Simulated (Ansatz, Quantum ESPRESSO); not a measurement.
## SrCl2 (Fm-3m): modes at Γ and the response to a field

Aim: the zone-centre modes of SrCl2 (Fm-3m).

Program: Quantum ESPRESSO 7.5. Level of theory: DFT PBE, scalar-relativistic, plane waves, GBRV ultrasoft pseudopotentials. Results are calculated unless marked as measured.

### Step 1. The starting structure

Symmetry: Fm-3m, No. 225, cubic system. The conventional cell has a = 6.977 Å, b = 6.977 Å, c = 6.977 Å, α = 90.00°, β = 90.00°, γ = 90.00°. Nearest to Sr lie 8 Cl at 3.02 Å. Cl has 4 Sr at 3.02 Å nearest. Farther neighbours and most contacts between anions are not listed.

Coordinates:

```
CELL_PARAMETERS angstrom
-3.48835 0.00000 3.48835
0.00000 3.48835 3.48835
-3.48835 3.48835 0.00000
ATOMIC_POSITIONS crystal
Sr 0.00000 0.00000 0.00000
Cl 0.75000 0.75000 0.75000
Cl 0.25000 0.25000 0.25000
```

### Step 2. A first look

Before anything dear is run, a loose run with smearing shows whether this is a metal and how far the cell is from rest.

probe.in

```
 &control
    calculation='scf',
    prefix='x',
    outdir='./tmp',
    pseudo_dir='./pseudo',
    tprnfor=.true.,
    tstress=.true.,
    verbosity='high',
 /
 &system
    ibrav=2,
    celldm(1)=13.18405225,
    nat=3,
    ntyp=2,
    ecutwfc=40.0,
    ecutrho=240.0,
    occupations='smearing',
    smearing='gaussian',
    degauss=0.01,
 /
 &electrons
    conv_thr=1.0d-07,
    mixing_beta=0.7,
    electron_maxstep=100,
 /
ATOMIC_SPECIES
 Sr     87.6200  Sr.upf
 Cl     35.4500  Cl.upf
ATOMIC_POSITIONS crystal
 Sr     0.000000000   0.000000000   0.000000000
 Cl     0.750000000   0.750000000   0.750000000
 Cl     0.250000000   0.250000000   0.250000000
K_POINTS automatic
 4 4 4 0 0 0
```

The run is started by

```console
$ OMP_NUM_THREADS=1 mpirun -n 4 pw.x -nk 4 -in probe.in > probe.out
```

Output:

```text
[banners, grids, parts of the stress and lines that vanish by symmetry left out]
Program PWSCF v.7.5
     bravais-lattice index     =            2
     lattice parameter (alat)  =      13.1841  a.u.
[...]
kinetic-energy cutoff     =      40.0000  Ry
     charge density cutoff     =     240.0000  Ry
     scf convergence threshold =      1.0E-07
[...]
Exchange-correlation=  SLA  PW   PBX  PBC
                           (   1   4   3   4   0   0   0)
[...]
48 Sym. Ops., with inversion, found
[...]
(     0          1          0      )
                  (     0          0          1      )
[...]
(  0.0000000  1.0000000  0.0000000 )
                  (  0.0000000  0.0000000  1.0000000 )
[...]
(     1          0         -1      )
                  (     0          0         -1      )
[...]
(     0          1         -1      )
                  (     0          1          0      )
[...]
( -1.0000000  0.0000000  0.0000000 )
                  (  0.0000000  1.0000000  0.0000000 )
[...]
number of k points=     8  Gaussian smearing, width (Ry)=  0.0100
[...]
End of self-consistent calculation
[...]
the Fermi energy is     5.4405 ev
!    total energy              =    -137.27955169 Ry
[...]
convergence has been achieved in   8 iterations
[...]
atom    1 type  1   force =     0.00000000    0.00000000    0.00000000
     atom    2 type  2   force =     0.00000000    0.00000000    0.00000000
     atom    3 type  2   force =     0.00000000    0.00000000   -0.00000000
[...]
Total force =     0.000000     Total SCF correction =     0.000000
[...]
total   stress  (Ry/bohr**3)                   (kbar)     P=        9.62
[...]
XML data file, charge density, pseudopotentials, collected wavefunctions

   JOB DONE.
```

It took 4.1 s on 4 MPI ranks of Arm Neoverse V1, shared host.

Read from the output:

- volume per atom: 28.30 Å³
- pressure: 0.9620 GPa
- gap on the k-mesh: 5.344 eV

A gap of 5.3 eV opens on this mesh, so the crystal is taken as an insulator; the start stands at 0.96 GPa.

### Step 3. Relaxing the cell and atoms

Frequencies change by per cents with a per cent of volume, so the structure is first brought to rest at this level of theory.

relax.in

```
 &control
    calculation='vc-relax',
    prefix='x',
    outdir='./tmp',
    pseudo_dir='./pseudo',
    tprnfor=.true.,
    tstress=.true.,
    forc_conv_thr=2.0d-05,
    etot_conv_thr=1.0d-07,
    nstep=40,
 /
 &system
    ibrav=2,
    celldm(1)=13.18405225,
    nat=3,
    ntyp=2,
    ecutwfc=40.0,
    ecutrho=240.0,
    occupations='fixed',
    nbnd=14,
 /
 &electrons
    conv_thr=1.0d-11,
    mixing_beta=0.7,
    electron_maxstep=100,
 /
 &ions
 /
 &cell
    press_conv_thr=0.1,
 /
ATOMIC_SPECIES
 Sr     87.6200  Sr.upf
 Cl     35.4500  Cl.upf
ATOMIC_POSITIONS crystal
 Sr     0.000000000   0.000000000   0.000000000
 Cl     0.750000000   0.750000000   0.750000000
 Cl     0.250000000   0.250000000   0.250000000
K_POINTS automatic
 6 6 6 0 0 0
```

The run is started by

```console
$ OMP_NUM_THREADS=1 mpirun -n 4 pw.x -nk 4 -in relax.in > relax.out
```

Output:

```text
[banners, grids, parts of the stress and lines that vanish by symmetry left out]
[banner, memory and clock lines left out]
Program PWSCF v.7.5

[...]
kinetic-energy cutoff     =      40.0000  Ry
     charge density cutoff     =     240.0000  Ry
     scf convergence threshold =      1.0E-11
[...]
energy convergence thresh.=      1.0E-07
     force convergence thresh. =      2.0E-05
     press convergence thresh. =      1.0E-01
     Exchange-correlation=  SLA  PW   PBX  PBC
                           (   1   4   3   4   0   0   0)
[...]
48 Sym. Ops., with inversion, found
[...]
number of k points=    16
[...]
End of self-consistent calculation
[...]
highest occupied, lowest unoccupied level (ev):     3.1600    8.5039
!    total energy              =    -137.27955720 Ry
[...]
convergence has been achieved in  11 iterations
[...]
atom    1 type  1   force =     0.00000000    0.00000000    0.00000000
     atom    2 type  2   force =     0.00000000    0.00000000   -0.00000000
     atom    3 type  2   force =     0.00000000    0.00000000    0.00000000
     Total force =     0.000000     Total SCF correction =     0.000000
[...]
total   stress  (Ry/bohr**3)                   (kbar)     P=        9.62
[...]
number of bfgs steps    =   0
[...]
CELL_PARAMETERS (alat= 13.18405225)
[...]
ATOMIC_POSITIONS (crystal)
Sr              -0.0000000000        0.0000000000       -0.0000000000
Cl               0.7500000000        0.7500000000        0.7500000000
Cl               0.2500000000        0.2500000000        0.2500000000
[...]
New effective cutoffs (rho, wfc):  239.06   39.87
[...]
End of self-consistent calculation
[...]
highest occupied, lowest unoccupied level (ev):     3.1134    8.4382
!    total energy              =    -137.27972344 Ry
[...]
convergence has been achieved in   6 iterations
[...]
atom    1 type  1   force =     0.00000000   -0.00000000    0.00000000
     atom    2 type  2   force =     0.00000000   -0.00000000    0.00000000
     atom    3 type  2   force =    -0.00000000   -0.00000000   -0.00000000
     Total force =     0.000000     Total SCF correction =     0.000000
[...]
total   stress  (Ry/bohr**3)                   (kbar)     P=        7.77
[...]
number of bfgs steps    =   1
[...]
WARNING: bfgs curvature condition failed, Theta= 0.986
[...]
CELL_PARAMETERS (alat= 13.18405225)
[...]
ATOMIC_POSITIONS (crystal)
Sr               0.0000000000        0.0000000000       -0.0000000000
[...]
New effective cutoffs (rho, wfc):  238.20   39.73
[...]
End of self-consistent calculation
[...]
highest occupied, lowest unoccupied level (ev):     3.0625    8.3663
!    total energy              =    -137.27986654 Ry
[...]
convergence has been achieved in   7 iterations
[...]
atom    1 type  1   force =     0.00000000    0.00000000    0.00000000
     atom    2 type  2   force =    -0.00000000   -0.00000000   -0.00000000
     atom    3 type  2   force =     0.00000000    0.00000000    0.00000000
     Total force =     0.000000     Total SCF correction =     0.000000
[...]
total   stress  (Ry/bohr**3)                   (kbar)     P=        5.79
[...]
number of bfgs steps    =   2
[...]
CELL_PARAMETERS (alat= 13.18405225)
[...]
ATOMIC_POSITIONS (crystal)
[...]
New effective cutoffs (rho, wfc):  236.93   39.51
[...]
End of self-consistent calculation
[...]
highest occupied, lowest unoccupied level (ev):     2.9869    8.2595
!    total energy              =    -137.28000468 Ry
[...]
convergence has been achieved in   7 iterations
[...]
atom    1 type  1   force =     0.00000000    0.00000000    0.00000000
     atom    2 type  2   force =    -0.00000000   -0.00000000   -0.00000000
     atom    3 type  2   force =    -0.00000000   -0.00000000    0.00000000
     Total force =     0.000000     Total SCF correction =     0.000000
[...]
total   stress  (Ry/bohr**3)                   (kbar)     P=        2.91
[...]
number of bfgs steps    =   3
[...]
CELL_PARAMETERS (alat= 13.18405225)
[...]
ATOMIC_POSITIONS (crystal)
[...]
New effective cutoffs (rho, wfc):  235.64   39.30
[...]
End of self-consistent calculation
[...]
highest occupied, lowest unoccupied level (ev):     2.9105    8.1513
!    total energy              =    -137.28005330 Ry
[...]
convergence has been achieved in   7 iterations
[...]
atom    1 type  1   force =    -0.00000000   -0.00000000    0.00000000
     atom    2 type  2   force =    -0.00000000   -0.00000000    0.00000000
     atom    3 type  2   force =     0.00000000    0.00000000   -0.00000000
     Total force =     0.000000     Total SCF correction =     0.000000
[...]
total   stress  (Ry/bohr**3)                   (kbar)     P=        0.08
[...]
number of bfgs steps    =   4
[...]
CELL_PARAMETERS (alat= 13.18405225)
[...]
ATOMIC_POSITIONS (crystal)
[...]
New effective cutoffs (rho, wfc):  235.60   39.29
[...]
End of self-consistent calculation
[...]
highest occupied, lowest unoccupied level (ev):     2.9084    8.1483
!    total energy              =    -137.28005333 Ry
[...]
convergence has been achieved in   5 iterations
[...]
atom    1 type  1   force =     0.00000000    0.00000000    0.00000000
     atom    2 type  2   force =     0.00000000   -0.00000000   -0.00000000
     atom    3 type  2   force =    -0.00000000    0.00000000    0.00000000
     Total force =     0.000000     Total SCF correction =     0.000000
[...]
total   stress  (Ry/bohr**3)                   (kbar)     P=        0.00
[...]
bfgs converged in   6 scf cycles and   5 bfgs steps
[...]
End of BFGS Geometry Optimization
     Final enthalpy           =    -137.2800533321 Ry
     File ./tmp/x.bfgs deleted, as requested
[...]
CELL_PARAMETERS (alat= 13.18405225)
[...]
ATOMIC_POSITIONS (crystal)
[...]
Cl               0.7500000000        0.7500000000        0.7500000000
Cl               0.2500000000        0.2500000000        0.2500000000
[...]
Final scf calculation at the relaxed structure.
[...]
kinetic-energy cutoff     =      40.0000  Ry
     charge density cutoff     =     240.0000  Ry
     scf convergence threshold =      1.0E-13
[...]
press convergence thresh. =      1.0E-01
     Exchange-correlation=  SLA  PW   PBX  PBC
                           (   1   4   3   4   0   0   0)
[...]
48 Sym. Ops., with inversion, found
[...]
number of k points=    16
[...]
c_bands:  1 eigenvalues not converged
[...]
End of self-consistent calculation
[...]
highest occupied, lowest unoccupied level (ev):     2.9084    8.1482
!    total energy              =    -137.28007327 Ry
[...]
convergence has been achieved in  14 iterations
[...]
atom    1 type  1   force =     0.00000000    0.00000000    0.00000000
     atom    2 type  2   force =     0.00000000    0.00000000   -0.00000000
     atom    3 type  2   force =    -0.00000000   -0.00000000    0.00000000
     Total force =     0.000000     Total SCF correction =     0.000000
[...]
total   stress  (Ry/bohr**3)                   (kbar)     P=        0.05
[...]
XML data file, charge density, pseudopotentials, collected wavefunctions
```

Run time: 32 s. Hardware: 4 MPI ranks.

Relaxation path:

| step | energy less that of the first step (eV) | largest force (eV/Å) | pressure (GPa) | volume (Å³) |
| --- | --- | --- | --- | --- |
| 1 | 0.0000 | 0.0000 | 0.96 | 84.90 |
| 2 | -0.0023 | 0.0000 | 0.78 | 85.31 |
| 3 | -0.0042 | 0.0000 | 0.58 | 85.77 |
| 4 | -0.0061 | 0.0000 | 0.29 | 86.47 |
| 5 | -0.0068 | 0.0000 | 0.01 | 87.18 |
| 6 | -0.0068 | 0.0000 | 0.00 | 87.20 |
| 7 | -0.0070 | 0.0000 | 0.01 | 87.20 |

```csv
"conventional cell, symmetrised",before,after,change
a (Å),6.977,7.039,+0.9 %
b (Å),6.977,7.039,+0.9 %
c (Å),6.977,7.039,+0.9 %
volume (Å³/atom),28.30,29.07,+2.7 %
```

The relaxed structure:

```
Sr Cl
1.0
    -3.51962    0.00000    3.51962
     0.00000    3.51962    3.51962
    -3.51962    3.51962    0.00000
Sr Cl
1 2
Direct
  0.00000 0.00000 0.00000
  0.75000 0.75000 0.75000
  0.25000 0.25000 0.25000
```

The last row of the table of steps is pw.x's closing run on a basis chosen anew for the final cell, so its energy can jump.

Numbers from this step:

```yaml
volume_per_atom: 29.07 Å³
pressure: 0.005 GPa
gap_on_the_k_mesh: 5.240 eV
```

The volume changes by +2.7 % from the cell with which this run began.

### Step 4. Ground state

Perturbation theory inherits every error of the wavefunctions, so the threshold is set near the limit of the arithmetic. With a gap, occupations are fixed, which also allows the response to an electric field.

scf.in

```
 &control
    calculation='scf',
    prefix='x',
    outdir='./tmp',
    pseudo_dir='./pseudo',
    tprnfor=.true.,
    tstress=.true.,
 /
 &system
    ibrav=2,
    celldm(1)=13.3022463,
    nat=3,
    ntyp=2,
    ecutwfc=40.0,
    ecutrho=240.0,
    occupations='fixed',
    nbnd=14,
 /
 &electrons
    conv_thr=1.0d-12,
    mixing_beta=0.7,
    electron_maxstep=100,
 /
ATOMIC_SPECIES
 Sr     87.6200  Sr.upf
 Cl     35.4500  Cl.upf
ATOMIC_POSITIONS crystal
 Sr     0.000000000   0.000000000   0.000000000
 Cl     0.750000000   0.750000000   0.750000000
 Cl     0.250000000   0.250000000   0.250000000
K_POINTS automatic
 6 6 6 0 0 0
```

The run is started by

```console
$ OMP_NUM_THREADS=1 mpirun -n 4 pw.x -nk 4 -in scf.in > scf.out
```

Output:

```text
[banners, grids, parts of the stress and lines that vanish by symmetry left out]
[banner, memory and clock lines left out]
Program PWSCF v.7.5

[...]
kinetic-energy cutoff     =      40.0000  Ry
     charge density cutoff     =     240.0000  Ry
     scf convergence threshold =      1.0E-12
[...]
Exchange-correlation=  SLA  PW   PBX  PBC
                           (   1   4   3   4   0   0   0)
[...]
48 Sym. Ops., with inversion, found
[...]
number of k points=    16
[...]
End of self-consistent calculation
[...]
highest occupied, lowest unoccupied level (ev):     2.9084    8.1482
!    total energy              =    -137.28007327 Ry
[...]
convergence has been achieved in  12 iterations
[...]
atom    1 type  1   force =     0.00000000    0.00000000    0.00000000
     atom    2 type  2   force =     0.00000000    0.00000000   -0.00000000
     atom    3 type  2   force =    -0.00000000   -0.00000000    0.00000000
     Total force =     0.000000     Total SCF correction =     0.000000
[...]
total   stress  (Ry/bohr**3)                   (kbar)     P=        0.04
[...]
XML data file, charge density, pseudopotentials, collected wavefunctions
```

It took 7.3 s on 4 MPI ranks; 29 s of CPU time.

Numbers from this step:

```yaml
pressure: 0.004 GPa
```

The cell stands at 0.004 GPa, close enough for phonons.

[end of part 1 of 3]

[Host names and launcher messages were left out of these logs when they were recorded.]

[Logs are printed without paths, hosts, clocks, repeated set-up lines and the standing remarks that a program may print on its own settings, such as how far it seeks lower states.]

[Hosts, paths, dates, database ids (printed as entryN), source tags and the programs' standing remarks are cut or masked in the printed files.]
